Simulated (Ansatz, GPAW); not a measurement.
# Screening of a field by a 4-layer slab of Pb(100), part 2 of 2

How does a 4-layer slab of Pb(100) screen a perpendicular field?

GPAW 26.7.0 and Ansatz 0.2.0; Ansatz plane waves; slab in vacuum with a dipole correction, relaxation; PAW set soft_1 (the session's first sound run).

So far, upper work function (eV): step 2 (relaxation) 3.74.

## Step 3: Plane waves, PBE

With the geometry fixed, the planar mean of the potential gives the vacuum level on each side.

This step: GPAW, PAW setups; slab in vacuum (GPAW 26.7.0).

The input, run.py:

```python
import json
import numpy as np
from ase import Atoms
from gpaw import GPAW, PW

slab = Atoms(
    ['Pb', 'Pb', 'Pb', 'Pb'],
    positions=[
        [1.75009, 1.75009, 8.00000],
        [0.00000, 0.00000, 10.47500],
        [1.75009, 1.75009, 13.18565],
        [-0.00000, 0.00000, 15.54674]],
    cell=[[3.50018, 0.0, 0.0], [0.0, 3.50018, 0.0], [0.0, 0.0, 23.425]],
    pbc=[True, True, False])

slab.calc = GPAW(mode=PW(400), xc='PBE', kpts={'size': (9, 9, 1), 'gamma': True},
                 occupations={'name': 'fermi-dirac', 'width': 0.1}, nbands='200%',
                 convergence={'density': 1e-05}, maxiter=200,
                 poissonsolver={'dipolelayer': 'xy'},
                 symmetry={'tolerance': 1e-3}, txt='slab.txt')
result = {}
energy = slab.get_potential_energy()
fermi = slab.calc.get_fermi_level()
v = slab.calc.get_electrostatic_potential().mean((0, 1)) - fermi
n = slab.calc.get_pseudo_density().mean((0, 1))
L = slab.cell[2, 2]
z = np.arange(len(v)) * L / len(v)
low, high = slab.positions[:, 2].min(), slab.positions[:, 2].max()
below, above = np.interp([low - 5.8, high + 5.8], z, v)
slopes = [np.interp(x, z, np.gradient(v, z)) for x in (low - 5.8, high + 5.8)]
eps = np.array([[slab.calc.get_eigenvalues(k, s) for k in range(len(slab.calc.get_ibz_k_points()))]
                for s in range(slab.calc.get_number_of_spins())]) - fermi
top, bottom = eps[eps < 0].max(), eps[eps > 0].min()
dipole = slab.get_dipole_moment()[2]
print(f'energy {energy:.4f} eV, Fermi level {fermi:.4f} eV, dipole {dipole:.5f} e A')
print(f'potential 5.8 A off the faces, from the Fermi level: lower {below:.4f} eV, upper {above:.4f} eV')
print(f'slope of the potential there: lower {slopes[0]:.5f}, upper {slopes[1]:.5f} eV/A')
print(f'nearest levels on the mesh: {top:.4f} and {bottom:.4f} eV')
print('magnetic moment', round(slab.get_magnetic_moment(), 3))
result.update(energy=energy, fermi=fermi, dipole=dipole, below=below, above=above, slopes=slopes, edges=[top, bottom],
              z=z.tolist(), v=v.tolist(), n=n.tolist(), positions=slab.positions.tolist(),
              forces=slab.get_forces(apply_constraint=False).tolist(), moments=slab.get_magnetic_moments().tolist())
json.dump(result, open('result.json', 'w'))
```

Started as:

```console
OMP_NUM_THREADS=1 OPENBLAS_NUM_THREADS=1 python run.py
```

Log:

```text
energy -14.5113 eV, Fermi level 1.1060 eV, dipole -0.00079 e A
potential 5.8 A off the faces, from the Fermi level: lower 3.7514 eV, upper 3.7661 eV
slope of the potential there: lower -0.00014, upper 0.00025 eV/A
nearest levels on the mesh: -0.1857 and 0.1168 eV
magnetic moment 0.0
```

It took 84 s on 1 thread of Intel Xeon Platinum 8488C (Sapphire Rapids), shared host; peak memory 0.28 GiB.

Numbers from this step:

| Quantity | Value |
| --- | --- |
| dipole along the normal | -7.88e-4 e·Å |
| levels nearest the Fermi level on the mesh | -0.1857, 0.1168 eV from the Fermi level |
| upper work function | 3.766 eV |
| lower work function | 3.751 eV |

Electrostatic potential energy of an electron (without an applied field's), less the Fermi level, planar mean against z:

| z (Å) | electrostatic potential energy of an electron (without an applied field's), less the Fermi level, planar mean (eV) |
| --- | --- |
| 0.0 | 3.76 |
| 0.5 | 3.75 |
| 1.0 | 3.75 |
| 1.5 | 3.75 |
| 2.0 | 3.75 |
| 2.5 | 3.75 |
| 3.0 | 3.75 |
| 3.5 | 3.75 |
| 4.0 | 3.75 |
| 4.5 | 3.74 |
| 5.0 | 3.72 |
| 5.5 | 3.64 |
| 6.0 | 3.40 |
| 6.5 | 2.63 |
| 7.0 | 0.00139 |
| 7.5 | -8.68 |
| 8.0 | -18.4 |
| 8.5 | -8.89 |
| 9.0 | -0.882 |
| 9.5 | -1.04 |
| 10.0 | -9.49 |
| 10.5 | -18.4 |
| 11.0 | -8.16 |
| 11.5 | -0.269 |
| 12.0 | 0.559 |
| 12.5 | -4.60 |
| 13.0 | -16.6 |
| 13.5 | -13.8 |
| 14.0 | -2.89 |
| 14.5 | -1.04 |
| 15.0 | -7.84 |
| 15.5 | -18.4 |
| 16.0 | -9.89 |
| 16.5 | -0.455 |
| 17.0 | 2.51 |
| 17.5 | 3.38 |
| 18.0 | 3.65 |
| 18.5 | 3.73 |
| 19.0 | 3.75 |
| 19.5 | 3.76 |
| 20.0 | 3.76 |
| 20.5 | 3.77 |
| 21.0 | 3.77 |
| 21.5 | 3.77 |
| 22.0 | 3.77 |
| 22.5 | 3.77 |
| 23.0 | 3.77 |

The pseudo valence density, planar mean oscillates, so the rows of the table below give means over windows of 2.51 Å about each position, cut where the curve ends. Its maxima inside the range that stand out by 2 % of the span (Å: e/Å³): 7.9: 1.03, 10.5: 1.04, 13.2: 1.04, 15.5: 1.02. Its minima: 9.2: 0.145, 11.9: 0.110, 14.4: 0.169.

Table of pseudo valence density, planar mean by z; means over each step:

| z (Å) | pseudo valence density, planar mean (e/Å³) |
| --- | --- |
| 1.25 | 0 |
| 3.76 | 1.9e-4 |
| 6.27 | 0.0794 |
| 8.79 | 0.461 |
| 11.29 | 0.422 |
| 13.80 | 0.478 |
| 16.31 | 0.379 |
| 18.82 | 0.00170 |
| 21.33 | 5.3e-6 |

Force by atom:

| atom | x (eV/Å) | y (eV/Å) | z (eV/Å) | size |
| --- | --- | --- | --- | --- |
| Pb1 | 0.000 | 0.000 | 0.199 | 0.199 |
| Pb2 | 0.000 | 0.000 | -0.201 | 0.201 |
| Pb3 | 0.000 | 0.000 | 0.018 | 0.018 |
| Pb4 | 0.000 | 0.000 | -0.017 | 0.017 |

The potential is flat to 2.5e-4 eV/Å where it is read, so the vacuum is wide enough. The geometry is the other program's minimum; here the largest force on a free atom is 0.018 eV/Å.

## Step 4: In a field

A uniform field along the normal polarises the slab; the atoms stay fixed, so this is the electronic response alone.

Edit run.py of step 3 so:

```diff
@@ -4,2 +4,3 @@
 from gpaw import GPAW, PW
+from gpaw.external import ConstantElectricField
 
@@ -19,2 +20,3 @@
                  poissonsolver={'dipolelayer': 'xy'},
+                 external=ConstantElectricField(-0.2, [0, 0, 1]),
                  symmetry={'tolerance': 1e-3}, txt='slab.txt')
```

Log:

```text
energy -14.5264 eV, Fermi level 1.0961 eV, dipole -0.14992 e A
potential 5.8 A off the faces, from the Fermi level: lower 2.6702 eV, upper 4.8841 eV
slope of the potential there: lower -0.00006, upper 0.00035 eV/A
nearest levels on the mesh: -0.1845 and 0.1175 eV
magnetic moment 0.0
```

Run time: 3.5 min. Hardware: 1 thread; peak memory 0.43 GiB.

Numbers from this step:

```yaml
dipole_along_the_normal: -0.1499 e·Å
levels_nearest_the_fermi_level_on_the_mesh: -0.1845, 0.1175 eV from the Fermi level
potential_below_the_slab_the_applied_field_s_own_ramp_left_out: 2.670 eV from the Fermi level
potential_above_the_slab_the_applied_field_s_own_ramp_left_out: 4.884 eV from the Fermi level
```

The electrostatic potential energy of an electron (without an applied field's), less the Fermi level, planar mean oscillates, so the rows of the table below give means over windows of 2.61 Å about each position, cut where the curve ends. Its maxima inside the range that stand out by 2 % of the span (Å: eV): 9.2: -0.615, 11.8: 0.879, 14.3: -0.219, 22.1: 4.89. Its minima: 7.9: -19.2, 10.5: -18.8, 13.2: -18.3, 15.6: -17.7.

The electrostatic potential energy of an electron (without an applied field's), less the Fermi level, planar mean by z; means over each step:

| z (Å) | electrostatic potential energy of an electron (without an applied field's), less the Fermi level, planar mean (eV) |
| --- | --- |
| 1.30 | 2.75 |
| 3.92 | 2.66 |
| 6.53 | -1.35 |
| 9.14 | -8.71 |
| 11.75 | -6.31 |
| 14.36 | -8.62 |
| 16.97 | 0.180 |
| 19.58 | 4.87 |
| 22.19 | 4.84 |

Force by atom:

| atom | x (eV/Å) | y (eV/Å) | z (eV/Å) | size |
| --- | --- | --- | --- | --- |
| Pb1 | 0.000 | 0.000 | 0.196 | 0.196 |
| Pb2 | 0.000 | 0.000 | -0.200 | 0.200 |
| Pb3 | 0.000 | 0.000 | 0.020 | 0.020 |
| Pb4 | 0.000 | 0.000 | -0.018 | 0.018 |

The dipole is now -0.150 e Å, against -7.9e-4 in the run without a field.

## Step 5: Field on

Edit run.py of step 4 so:

```diff
@@ -20,3 +20,3 @@
                  poissonsolver={'dipolelayer': 'xy'},
-                 external=ConstantElectricField(-0.2, [0, 0, 1]),
+                 external=ConstantElectricField(-0.1, [0, 0, 1]),
                  symmetry={'tolerance': 1e-3}, txt='slab.txt')
```

Log:

```text
energy -14.5151 eV, Fermi level 1.1019 eV, dipole -0.07544 e A
potential 5.8 A off the faces, from the Fermi level: lower 3.2091 eV, upper 4.3230 eV
slope of the potential there: lower -0.00010, upper 0.00029 eV/A
nearest levels on the mesh: -0.1851 and 0.1172 eV
magnetic moment 0.0
```

The job ended after 3.2 min (1 thread; peak memory 0.43 GiB).

Numbers from this step:

```
dipole along the normal                                         : -0.07544 e·Å
levels nearest the Fermi level on the mesh                      : -0.1851, 0.1172 eV from the Fermi level
potential below the slab, the applied field's own ramp left out : 3.209 eV from the Fermi level
potential above the slab, the applied field's own ramp left out : 4.323 eV from the Fermi level
```

The electrostatic potential energy of an electron (without an applied field's), less the Fermi level, planar mean oscillates, so the rows of the table below give means over windows of 1 Å about each position, cut where the curve ends. Its maxima inside the range that stand out by 2 % of the span (Å: eV): 9.2: -0.364, 11.8: 0.869, 14.3: -0.480. Its minima: 8.1: -18.8, 10.5: -18.7, 13.2: -18.5, 15.6: -18.1.

The electrostatic potential energy of an electron (without an applied field's), less the Fermi level, planar mean by z; means over each step:

z (Å), electrostatic potential energy of an electron (without an applied field's), less the Fermi level, planar mean (eV) and a bar from the least value:
```
        0        3.4 #############################
        1        3.2 ############################
        2        3.2 ############################
        3        3.2 ############################
        4        3.2 ############################
        5        3.2 ############################
        6        2.8 ############################
        7       -1.5 #####################
        8      -15.0 
        9       -2.5 ###################
       10      -10.0 ########
       11       -8.9 #########
       12       -0.4 #######################
       13      -13.7 ##
       14       -4.3 #################
       15       -8.4 ##########
       16       -9.5 #########
       17        2.7 ###########################
       18        4.2 ##############################
       19        4.3 ##############################
       20        4.3 ##############################
       21        4.3 ##############################
       22        4.3 ##############################
       23        4.3 ##############################
```

Force by atom:

| atom | x (eV/Å) | y (eV/Å) | z (eV/Å) | size |
| --- | --- | --- | --- | --- |
| Pb1 | 0.000 | 0.000 | 0.198 | 0.198 |
| Pb2 | 0.000 | 0.000 | -0.200 | 0.200 |
| Pb3 | 0.000 | 0.000 | 0.019 | 0.019 |
| Pb4 | 0.000 | 0.000 | -0.018 | 0.018 |

The dipole is now -0.0754 e Å, against -7.9e-4 in the run without a field.

## Step 6: Field on

Edit run.py of step 5 so:

```diff
@@ -20,3 +20,3 @@
                  poissonsolver={'dipolelayer': 'xy'},
-                 external=ConstantElectricField(-0.1, [0, 0, 1]),
+                 external=ConstantElectricField(-0.05, [0, 0, 1]),
                  symmetry={'tolerance': 1e-3}, txt='slab.txt')
```

Log:

```text
energy -14.5123 eV, Fermi level 1.1042 eV, dipole -0.03822 e A
potential 5.8 A off the faces, from the Fermi level: lower 3.4799 eV, upper 4.0439 eV
slope of the potential there: lower -0.00011, upper 0.00027 eV/A
nearest levels on the mesh: -0.1854 and 0.1170 eV
magnetic moment 0.0
```

Run time: 2.8 min. Hardware: 1 thread; peak memory 0.43 GiB.

Table of electrostatic potential energy of an electron (without an applied field's), less the Fermi level, planar mean by z:

z (Å), electrostatic potential energy of an electron (without an applied field's), less the Fermi level, planar mean (eV) and a bar from the least value:
```
      0.0        3.8 ##############################
      0.5        3.5 #############################
      1.0        3.5 #############################
      1.5        3.5 #############################
      2.0        3.5 #############################
      2.5        3.5 #############################
      3.0        3.5 #############################
      3.5        3.5 #############################
      4.0        3.5 #############################
      4.5        3.5 #############################
      5.0        3.4 #############################
      5.5        3.4 #############################
      6.0        3.1 #############################
      6.5        2.4 ############################
      7.0       -0.2 ########################
      7.5       -8.9 #############
      8.0      -18.6 
      8.5       -9.0 #############
      9.0       -1.0 #######################
      9.5       -1.1 #######################
     10.0       -9.6 ############
     10.5      -18.5 
     11.0       -8.2 ##############
     11.5       -0.3 ########################
     12.0        0.6 #########################
     12.5       -4.6 ###################
     13.0      -16.6 ###
     13.5      -13.7 ######
     14.0       -2.8 #####################
     14.5       -0.9 #######################
     15.0       -7.7 ##############
     15.5      -18.2 #
     16.0       -9.7 ############
     16.5       -0.2 ########################
     17.0        2.8 ############################
     17.5        3.6 #############################
     18.0        3.9 ##############################
     18.5        4.0 ##############################
     19.0        4.0 ##############################
     19.5        4.0 ##############################
     20.0        4.0 ##############################
     20.5        4.0 ##############################
     21.0        4.0 ##############################
     21.5        4.0 ##############################
     22.0        4.0 ##############################
     22.5        4.0 ##############################
     23.0        4.0 ##############################
```

## Step 7: In a field

Edit run.py of step 6 so:

```diff
@@ -20,3 +20,3 @@
                  poissonsolver={'dipolelayer': 'xy'},
-                 external=ConstantElectricField(-0.05, [0, 0, 1]),
+                 external=ConstantElectricField(0.05, [0, 0, 1]),
                  symmetry={'tolerance': 1e-3}, txt='slab.txt')
```

Log:

```text
energy -14.5122 eV, Fermi level 1.1073 eV, dipole 0.03617 e A
potential 5.8 A off the faces, from the Fermi level: lower 4.0237 eV, upper 3.4891 eV
slope of the potential there: lower -0.00016, upper 0.00024 eV/A
nearest levels on the mesh: -0.1860 and 0.1167 eV
magnetic moment 0.0
```

The job ended after 3 min (1 thread; peak memory 0.43 GiB).

## Step 8: In a field

Edit run.py of step 7 so:

```diff
@@ -20,3 +20,3 @@
                  poissonsolver={'dipolelayer': 'xy'},
-                 external=ConstantElectricField(0.05, [0, 0, 1]),
+                 external=ConstantElectricField(0.1, [0, 0, 1]),
                  symmetry={'tolerance': 1e-3}, txt='slab.txt')
```

Log:

```text
energy -14.5149 eV, Fermi level 1.1082 eV, dipole 0.07342 e A
potential 5.8 A off the faces, from the Fermi level: lower 4.2975 eV, upper 3.2127 eV
slope of the potential there: lower -0.00020, upper 0.00023 eV/A
nearest levels on the mesh: -0.1862 and 0.1165 eV
magnetic moment 0.0
```

Elapsed: 3.2 min, on 1 thread; peak memory 0.43 GiB.

The dipole is now 0.0734 e Å, against -7.9e-4 in the run without a field.

## Step 9: In a field

Edit run.py of step 8 so:

```diff
@@ -20,3 +20,3 @@
                  poissonsolver={'dipolelayer': 'xy'},
-                 external=ConstantElectricField(0.1, [0, 0, 1]),
+                 external=ConstantElectricField(0.2, [0, 0, 1]),
                  symmetry={'tolerance': 1e-3}, txt='slab.txt')
```

Log:

```text
energy -14.5260 eV, Fermi level 1.1085 eV, dipole 0.14791 e A
potential 5.8 A off the faces, from the Fermi level: lower 4.8478 eV, upper 2.6627 eV
slope of the potential there: lower -0.00028, upper 0.00022 eV/A
nearest levels on the mesh: -0.1867 and 0.1162 eV
magnetic moment 0.0
```

Wall time 3.5 min (1 thread); peak memory 0.43 GiB.

The dipole is now 0.148 e Å, against -7.9e-4 in the run without a field.

## Step 10: Field on

Edit run.py of step 9 so:

```diff
@@ -20,3 +20,3 @@
                  poissonsolver={'dipolelayer': 'xy'},
-                 external=ConstantElectricField(0.2, [0, 0, 1]),
+                 external=ConstantElectricField(0.3, [0, 0, 1]),
                  symmetry={'tolerance': 1e-3}, txt='slab.txt')
```

Log:

```text
energy -14.5445 eV, Fermi level 1.1070 eV, dipole 0.22250 e A
potential 5.8 A off the faces, from the Fermi level: lower 5.4026 eV, upper 2.1158 eV
slope of the potential there: lower -0.00040, upper 0.00022 eV/A
nearest levels on the mesh: -0.1871 and 0.1158 eV
magnetic moment 0.0
```

Elapsed: 3.7 min, on 1 thread; peak memory 0.43 GiB.

The electrostatic potential energy of an electron (without an applied field's), less the Fermi level, planar mean oscillates, so the rows of the table below give means over windows of 2.61 Å about each position, cut where the curve ends. Its maxima inside the range that stand out by 2 % of the span (Å: eV): 2.0: 5.40, 9.2: 0.640, 11.8: 0.826, 14.3: -1.53. Its minima: 8.1: -17.3, 10.5: -18.2, 13.2: -19.0, 15.6: -19.7.

The electrostatic potential energy of an electron (without an applied field's), less the Fermi level, planar mean by z; means over each step:

| z (Å) | electrostatic potential energy of an electron (without an applied field's), less the Fermi level, planar mean (eV) |
| --- | --- |
| 1.30 | 5.28 |
| 3.92 | 5.39 |
| 6.53 | 1.09 |
| 9.14 | -7.42 |
| 11.75 | -6.33 |
| 14.36 | -9.94 |
| 16.97 | -2.30 |
| 19.58 | 2.11 |
| 22.19 | 2.18 |

The dipole is now 0.223 e Å, against -7.9e-4 in the run without a field.

## Step 11: The series

The members are put on one axis.

This step: induced dipole against applied field; PAW set soft_1 (GPAW 26.7.0).

Table of dipole along the normal by field:

| field (V/Å) | dipole along the normal (e·Å) |
| --- | --- |
| -0.200 | -0.150 |
| -0.100 | -0.0754 |
| -0.050 | -0.0382 |
| 0.000 | -7.9e-4 |
| 0.050 | 0.0362 |
| 0.100 | 0.0734 |
| 0.200 | 0.148 |
| 0.300 | 0.223 |

## Step 12: A changed run

One more run, with changed settings.

This step: GPAW, PAW setups; slab in vacuum (GPAW 26.7.0).

Edit run.py of step 10 so:

```diff
@@ -4,3 +4,2 @@
 from gpaw import GPAW, PW
-from gpaw.external import ConstantElectricField
 
@@ -18,5 +17,4 @@
                  occupations={'name': 'fermi-dirac', 'width': 0.1}, nbands='200%',
-                 convergence={'density': 1e-05}, maxiter=200,
+                 convergence={'density': 1e-05}, maxiter=6,
                  poissonsolver={'dipolelayer': 'xy'},
-                 external=ConstantElectricField(0.3, [0, 0, 1]),
                  symmetry={'tolerance': 1e-3}, txt='slab.txt')
```

Log:

```text
gpaw.KohnShamConvergenceError
```

Run time: 35 s. Hardware: 1 thread; peak memory 0.27 GiB.

No converged result was reached; the numbers in the log don't describe the system.

The fault put into the input: too few SCF iterations (maxiter = 6).

## Step 13: What came out

```
work function, upper and lower face            : 3.766 and 3.751 eV
dipole along the normal                        : -7.9e-4 e Å
induced dipole per field                       : 0.745 e Å per V/Å
out-of-plane polarisability per area, α/(ε0 A) : 11.0 Å
```

**Reading.** The field induces 0.745 e Å per V/Å, a polarisable thickness α/(ε0 A) of 11.0 Å beside 7.55 Å between the outermost nuclei. A perfect conductor would give the distance between its two image planes; a dielectric of thickness t gives t(1 - 1/ε). The induced dipole is linear in the field over this range. The small printed dipole stands for a step of 12 meV from the lower to the upper face, and the probes find 15 meV; values this small are near the numerical noise of both. The slab is only 7.5 Å thick between its outer nuclei, so the values belong to this film more than to the surface of the bulk metal. The in-plane lattice was kept as typed, which isn't the functional's own and leaves some strain; spin-orbit coupling and temperature are left out.

[Logs are printed without paths, hosts, clocks, repeated set-up lines and the standing remarks that a program may print on its own settings, such as how far it seeks lower states.]

[Hosts, paths, dates, database ids (printed as entryN), source tags and the programs' standing remarks are cut or masked in the printed files.]
